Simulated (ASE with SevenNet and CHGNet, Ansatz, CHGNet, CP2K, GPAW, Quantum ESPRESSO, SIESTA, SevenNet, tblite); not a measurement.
**Random packing of 26Ag2S-74GeS2 (mol %) (81 atoms) in machine-learned potentials**

Aim: run random packing of 26Ag2S-74GeS2 (mol %) (81 atoms) in machine-learned potentials and see how near its forces come to a plane-wave reference, and at what cost.

Calculated with ASE with SevenNet and CHGNet; the method is named at each step.

### Step 1. The starting structure

The cell holds 81 atoms: 14 Ag, 47 S and 20 Ge. Cell: a = 12.404 Å, b = 12.404 Å, c = 12.404 Å, α = 90.0°, β = 90.0°, γ = 90.0°. 81 atoms (14 Ag, 47 S, 20 Ge) packed at random in a cube at 3.89 g/cm³ and pushed apart as soft spheres, cations and anions kept from their own kind; a start for melting by ab initio MD, not an equilibrated structure. Then every atom was moved at random, 0.03 Å r.m.s. a Cartesian component.

The yardstick, on the same geometry:

```
method                 : Kohn-Sham DFT, PBE, SSSP efficiency 1.3.0 pseudopotentials, plane waves (Quantum ESPRESSO 7.5); sssp-pbe-1.3.0-efficiency, cutoffs 45/360 Ry, Γ point
r.m.s. force component : 0.7385 eV/Å
longest force          : 3.123 eV/Å
pressure               : -0.921 GPa
time                   : 19 min on 4 MPI ranks of Arm Neoverse V1, shared host
CPU time               : 75 min
```

### Step 2. SevenNet 0 potential

Method: machine-learned interatomic potential SevenNet 0, trained on PBE(+U) plane-wave data.

Input file run.py:

```python
import numpy as np
from ase.io import read
import mlip  # loads the published weights by name

atoms = read("structure.xyz")
atoms.calc = mlip.calc("7net-0")
energy = atoms.get_potential_energy()
forces = atoms.get_forces()
print(f"energy {energy:.6f} eV")
print("forces (eV/A)")
for i, (a, f) in enumerate(zip(atoms, forces)):
    print(f"{i:4d} {a.symbol:2s} {f[0]:10.5f} {f[1]:10.5f} {f[2]:10.5f}")
stress = -atoms.get_stress(voigt=False) * 160.21766
print("stress (GPa, compression positive)")
for row in stress:
    print(" ".join(f"{x:10.4f}" for x in row))
```

Input file structure.xyz:

```xyz
81
Lattice="12.40390 0.00000 0.00000 0.00000 12.40390 0.00000 0.00000 0.00000 12.40390" Properties=species:S:1:pos:R:3 pbc="T T T"
Ag 7.06464 4.38490 2.60321
Ag 2.87857 11.37276 1.25862
Ag 9.14651 11.54220 1.43141
Ag 8.28060 8.89980 3.06711
Ag 11.39509 9.78643 8.51292
Ag 12.19787 11.45463 12.36830
Ag 5.00324 11.04208 5.68446
Ag 10.73620 8.59764 12.10348
Ag 5.27910 9.91952 8.77030
Ag 5.42162 1.89680 8.52967
Ag 0.81221 1.61586 2.30440
Ag 9.41009 12.00301 4.86295
Ag 3.46056 0.92732 4.10172
Ag 1.70206 9.24537 5.67702
S 11.16500 0.55309 1.61871
S 0.64910 7.94036 2.78592
S 10.65619 2.25974 10.01255
S 0.32535 11.81397 8.25393
S 3.73854 5.02978 6.46578
S 10.21089 6.15246 2.39854
S 7.42746 5.37089 0.41193
S 1.88266 9.34783 0.20132
S 7.21535 0.26085 0.51737
S 0.26408 4.46516 8.91568
S 4.23705 3.31494 3.96255
S 10.02545 10.15954 6.52768
S 6.96665 0.27214 9.66351
S 9.23173 4.32896 4.87076
S 1.62255 0.75453 0.11635
S 4.99766 4.99579 9.57817
S 9.92808 11.51702 9.72478
S 6.14340 2.74498 6.43651
S 10.24835 7.37970 9.23371
S 10.99841 1.88142 6.81334
S 5.79076 8.84187 4.94717
S 2.40983 2.12652 6.50659
S 11.35131 6.17565 6.52458
S 5.31408 3.20318 12.17492
S 10.51355 9.90935 2.69884
S 3.84856 8.36147 7.56514
S 1.41367 8.89062 9.47385
S 2.75317 2.51824 9.72218
S 0.12702 3.77240 4.73965
S 6.18483 9.51181 11.00747
S 7.70505 12.31993 6.60198
S 8.58734 1.96763 2.88664
S 6.33678 11.81782 3.74647
S 8.02991 3.92583 9.40786
S 8.46343 8.51118 0.60779
S 5.32251 9.24190 1.75900
S 7.27439 7.69798 7.91902
S 8.96331 7.54294 4.99232
S 1.82722 4.93998 11.65458
S 11.03029 4.69215 12.01777
S 6.33976 5.57803 4.67515
S 3.46205 11.65123 7.53686
[... 21 atom lines left out ...]
Ge 7.40674 2.49790 0.07703
Ge 3.94531 8.28432 3.51402
Ge 12.39187 6.84460 9.30950
Ge 8.03822 5.80775 6.55360
```

Launch:

```console
$ OMP_NUM_THREADS=1 python run.py > output.txt
```

The log of the run:

```text
energy -289.217834 eV
forces (eV/A)
   0 Ag    0.20466    0.36892   -0.12899
   1 Ag    0.17951   -0.29575   -0.18059
   2 Ag   -0.37216   -0.18580    0.09736
   3 Ag   -1.02534   -0.16162   -0.10401
   4 Ag    0.60541    0.14450    0.56685
   5 Ag   -0.23126   -0.73811   -0.81286
   6 Ag    0.20295    0.28329   -0.12861
   7 Ag   -0.06096    0.06483    0.14971
   8 Ag    0.14753    0.48916    0.00601
   9 Ag   -0.57889   -0.08734    0.36371
  10 Ag    0.58120    0.61086    0.63132
  11 Ag    0.45718    0.02665   -0.29837
  12 Ag   -0.77773    0.28505    0.69593
  13 Ag    0.11916    0.23247    0.21687
  14 S    -0.05044    0.49248   -0.04452
  15 S    -0.33744   -0.84462    0.54358
  16 S    -0.27209    0.47452   -0.31020
  17 S     0.70349    0.50112    0.43221
  18 S    -0.01151   -3.32648    1.15567
  19 S     0.68769   -0.60753    0.00914
  20 S     0.27239   -0.69649    0.51243
  21 S    -1.30048    0.01448    0.68488
  22 S     0.01358   -1.04411   -0.49443
  23 S    -0.26566    0.87633    0.37328
[...]
73 Ge   -2.25477   -0.67272    1.68859
  74 Ge   -1.12196    0.69258    0.09237
  75 Ge    2.23966    1.93243    0.36549
  76 Ge    0.54816    0.48381    0.56159
  77 Ge    1.37853    0.33104   -0.09910
  78 Ge    1.24449    0.26580   -1.00948
  79 Ge    1.77159    0.32674   -0.20766
  80 Ge    0.25486   -0.33840   -0.86748
stress (GPa, compression positive)
    0.6725     0.3073    -1.3348
    0.3073    -1.9218    -0.1739
   -1.3348    -0.1739    -1.3838
```

The job ended after 11 s (1 thread of Arm Neoverse V1, shared host; peak memory 0.73 GiB).

Banners, paths, timers and routine set-up lines are dropped from the logs unmarked, and long logs keep their key lines alone; longer cuts are marked.

Numbers from this run, and their distance from the reference:

- r.m.s. force component: 0.7729 eV/Å
- r.m.s. difference of force components: 245.5 meV/Å
- longest difference of force vectors: 1127 meV/Å
- force difference over r.m.s. force: 33.24 %
- slope of forces against the reference's: 0.9924
- correlation of force components: 0.9482
- pressure: -0.8777 GPa
- pressure difference: 0.0433 GPa

Length of the force difference by element (eV/Å):

```csv
element,atoms,mean,most
Ag,14,0.24,0.37
Ge,20,0.43,1.0
S,47,0.40,1.1
```

Local excerpt of 9 atoms (numbers count through the whole input) about S45, picked at random; x, y, z are measured from there.

```
atom      x      y      z  distance (Å)  bonds     Fx     Fy  Fz (eV/Å)
 S45   0.00   0.00   0.00          0.00      2  -0.68   0.53       0.20
Ge69   0.24  -2.15   0.49          2.21      2  -0.90  -0.78       0.69
Ag12   1.71  -0.32  -1.74          2.46      2   0.46   0.03      -0.30
Ge74  -0.45   2.11  -2.05          2.97      2  -2.25  -0.67       1.69
 Ag7  -2.70  -1.28  -0.92          3.13      3   0.20   0.28      -0.13
 S27  -0.74   0.36   3.06          3.17      2   0.06  -0.55       0.13
 S26   2.32  -2.16  -0.07          3.17      3   1.41  -0.52      -0.98
 S47  -1.37  -0.50  -2.86          3.21      1   0.17   0.89       0.51
 S32  -1.56   2.83  -0.17          3.24      2   0.12   0.47      -0.82
```

Atoms are counted from 1 here, from 0 in the log.

Forces lie 33 % from the reference's, at 0.0019 times its CPU time (on 1 against 4 cores).

### Step 3. CHGNet r2SCAN potential

Method: machine-learned interatomic potential CHGNet r2SCAN, trained on r2SCAN plane-wave data.

run.py, as its differences from that of step 2:

```diff
@@ -5,3 +5,3 @@
 atoms = read("structure.xyz")
-atoms.calc = mlip.calc("7net-0")
+atoms.calc = mlip.calc("chgnet-r2scan")
 energy = atoms.get_potential_energy()
```

structure.xyz is that of step 2.

The log of the run:

```text
CHGNet vr2scan initialized with 412,525 parameters
CHGNet will run on cpu
energy -943.332092 eV
forces (eV/A)
   0 Ag   -0.06639    0.38569   -0.25742
   1 Ag    0.10682   -0.55111   -0.23305
   2 Ag   -0.40706   -0.29488   -0.02902
   3 Ag   -0.58070   -0.21076   -0.19950
   4 Ag    0.53839    0.07383    0.41040
   5 Ag   -0.17331   -0.41633   -0.25067
   6 Ag    0.14459    0.35593   -0.20923
   7 Ag   -0.59685    0.06086    0.30139
   8 Ag    0.00856    0.23390   -0.05447
   9 Ag   -0.04956    0.06910    0.31580
  10 Ag    0.38760    0.13871    0.35273
  11 Ag   -0.02863   -0.00573   -0.01508
  12 Ag   -0.26411    0.67720    0.73312
  13 Ag    0.17316    0.36285   -0.18897
  14 S     0.31912   -0.06830   -0.01798
  15 S    -0.33358   -0.94365    0.58407
  16 S    -0.60104    0.94782   -0.21688
  17 S     1.27949    0.31197    0.77095
  18 S    -0.10716   -1.61504    0.64652
  19 S     1.38902   -0.73371   -0.14043
  20 S     0.17402   -1.05028    0.35270
  21 S    -0.03776    0.30343   -0.13959
  22 S     0.30434    0.08366   -0.73361
  23 S     0.23170    1.42642    0.08709
[...]
73 Ge   -1.94456   -1.50605    1.24025
  74 Ge   -1.48654    1.16407   -1.04182
  75 Ge    1.10473    1.26393    0.50538
  76 Ge    0.09170    0.68836    0.94072
  77 Ge   -0.01563   -0.07114   -0.29917
  78 Ge    1.29758    1.23037   -0.56626
  79 Ge    0.55973    0.18152    0.02131
  80 Ge   -0.09438    0.16165   -0.99838
stress (GPa, compression positive)
   -2.1402    -0.1624    -0.7019
   -0.1624    -3.8971     0.1390
   -0.7019     0.1390    -2.8895
```

The job ended after 5.1 s (1 thread; peak memory 0.64 GiB).

Against the reference:

```
r.m.s. force component                  : 0.6466 eV/Å
r.m.s. difference of force components   : 534.1 meV/Å
longest difference of force vectors     : 1869 meV/Å
force difference over r.m.s. force      : 72.32 %
slope of forces against the reference's : 0.6218
correlation of force components         : 0.7102
pressure                                : -2.976 GPa
pressure difference                     : -2.055 GPa
```

Against the first run (33 %), the force difference from the reference is 72 %, at 0.46 times the CPU time; this potential was trained at another functional than the reference's, which explains only part of so large a difference.

### Step 4. SevenNet l3i5 potential

Method: machine-learned interatomic potential SevenNet l3i5, trained on PBE(+U) plane-wave data.

run.py, as its differences from that of step 3:

```diff
@@ -5,3 +5,3 @@
 atoms = read("structure.xyz")
-atoms.calc = mlip.calc("chgnet-r2scan")
+atoms.calc = mlip.calc("7net-l3i5")
 energy = atoms.get_potential_energy()
```

structure.xyz is that of step 3.

The log of the run:

```text
energy -289.392151 eV
forces (eV/A)
   0 Ag    0.01756    0.30032    0.15948
   1 Ag    0.16791   -0.73296   -0.21559
   2 Ag   -0.43211   -0.34070   -0.05461
   3 Ag   -0.94947   -0.35199   -0.14424
   4 Ag    0.62888    0.31165    0.51898
   5 Ag   -0.30177   -0.73990   -0.53720
   6 Ag    0.09301    0.31237   -0.09345
   7 Ag   -0.07277   -0.01295    0.07432
   8 Ag    0.03032    0.73303   -0.10895
   9 Ag   -0.58976   -0.15899    0.70151
  10 Ag    0.65261    0.65051    0.82431
  11 Ag    0.40437    0.12675   -0.52820
  12 Ag   -0.70479    0.19363    0.79192
  13 Ag    0.15770    0.20857    0.13550
  14 S    -0.37149    0.35250   -0.13638
  15 S    -0.43695   -0.56345    0.69533
  16 S    -0.34520    0.71537   -0.32888
  17 S     0.53501    0.29288    0.49330
  18 S     0.28354   -3.13688    1.47243
  19 S     0.83991   -0.82337   -0.08621
  20 S     0.19202   -0.82727    0.14575
  21 S    -1.43896    0.50473    0.55031
  22 S     0.00314   -0.54007   -0.40505
  23 S    -0.24060    0.61156    0.20212
[...]
73 Ge   -1.87595   -0.87972    1.61410
  74 Ge   -0.85954    0.54225   -0.55685
  75 Ge    2.13675    1.51861    0.18738
  76 Ge    0.30801    0.54054    0.83135
  77 Ge    0.75966    0.53451   -0.28639
  78 Ge    1.42266   -0.05989   -0.85577
  79 Ge    1.85054    0.23672   -0.15610
  80 Ge    0.25700   -0.07540   -0.99506
stress (GPa, compression positive)
    0.1845     0.0910    -0.9115
    0.0910    -1.8417    -0.0515
   -0.9115    -0.0515    -1.1350
```

It took 10 s on 1 thread; peak memory 1 GiB.

Compared with the plane-wave run:

- r.m.s. force component: 0.7402 eV/Å
- r.m.s. difference of force components: 253.8 meV/Å
- longest difference of force vectors: 1063 meV/Å
- force difference over r.m.s. force: 34.37 %
- slope of forces against the reference's: 0.9433
- correlation of force components: 0.9411
- pressure: -0.9307 GPa
- pressure difference: -0.0097 GPa

Against the first run (33 %), the force difference from the reference is 34 %, at 1.2 times the CPU time.

### Step 5. Side by side

Differences are against the plane-wave reference, forces as r.m.s. over components; share is that over the reference's r.m.s. force, slope the least-squares factor from reference forces to these. Total energies of different programs have different zeros and aren't compared.

```
                    run  Δ force, r.m.s. (meV/Å)  share (%)  slope  Δ pressure (GPa)  cores  CPU time  memory (GiB)
              reference                        -          -      -                 -      4    75 min           5.2
   SevenNet 0 potential                      245       33.2  0.992            0.0433      1     8.7 s          0.73
CHGNet r2SCAN potential                      534       72.3  0.622             -2.05      1       4 s          0.64
SevenNet l3i5 potential                      254       34.4  0.943           -0.0097      1      10 s           1.0
```

Times of the machine-learned potentials are mostly Python's start and the loading of weights.

CPU time is summed over cores on a shared host, where runs went side by side, so it is rough. Symmetry, cutoffs, thresholds, outputs and thread counts weren't matched or tuned between programs; memory under MPI is the largest rank's times the ranks.

### Step 6. Results

| Item | Value |
| --- | --- |
| nearest in forces | SevenNet 0 potential, 33 % |
| its CPU time | 8.7 s |

What this shows: Machine-learned potentials differ by 33 % (SevenNet 0 potential) to 72 % (CHGNet r2SCAN potential); they were trained on other programs' data, some at another functional. The reference's pressure holds the uncorrected Pulay stress of its 45 Ry basis, so small pressure differences, and their order, may be the reference's own error. Machine-learned potentials mimic data converged in k, so the reference's own k-point error enters their differences. The electronic-structure runs sample only Γ, in a cell whose shortest periodic width is 12 Å, which is coarse for a cell with partly filled levels.

[Also dropped from logs without a mark: logging warnings of Python, and SIESTA's first energy breakdown and zero terms.]

[Logs are printed without paths, hosts, clocks, repeated set-up lines and the standing remarks that a program may print on its own settings, such as how far it seeks lower states.]

[Hosts, paths, dates, database ids (printed as entryN), source tags and the programs' standing remarks are cut or masked in the printed files.]
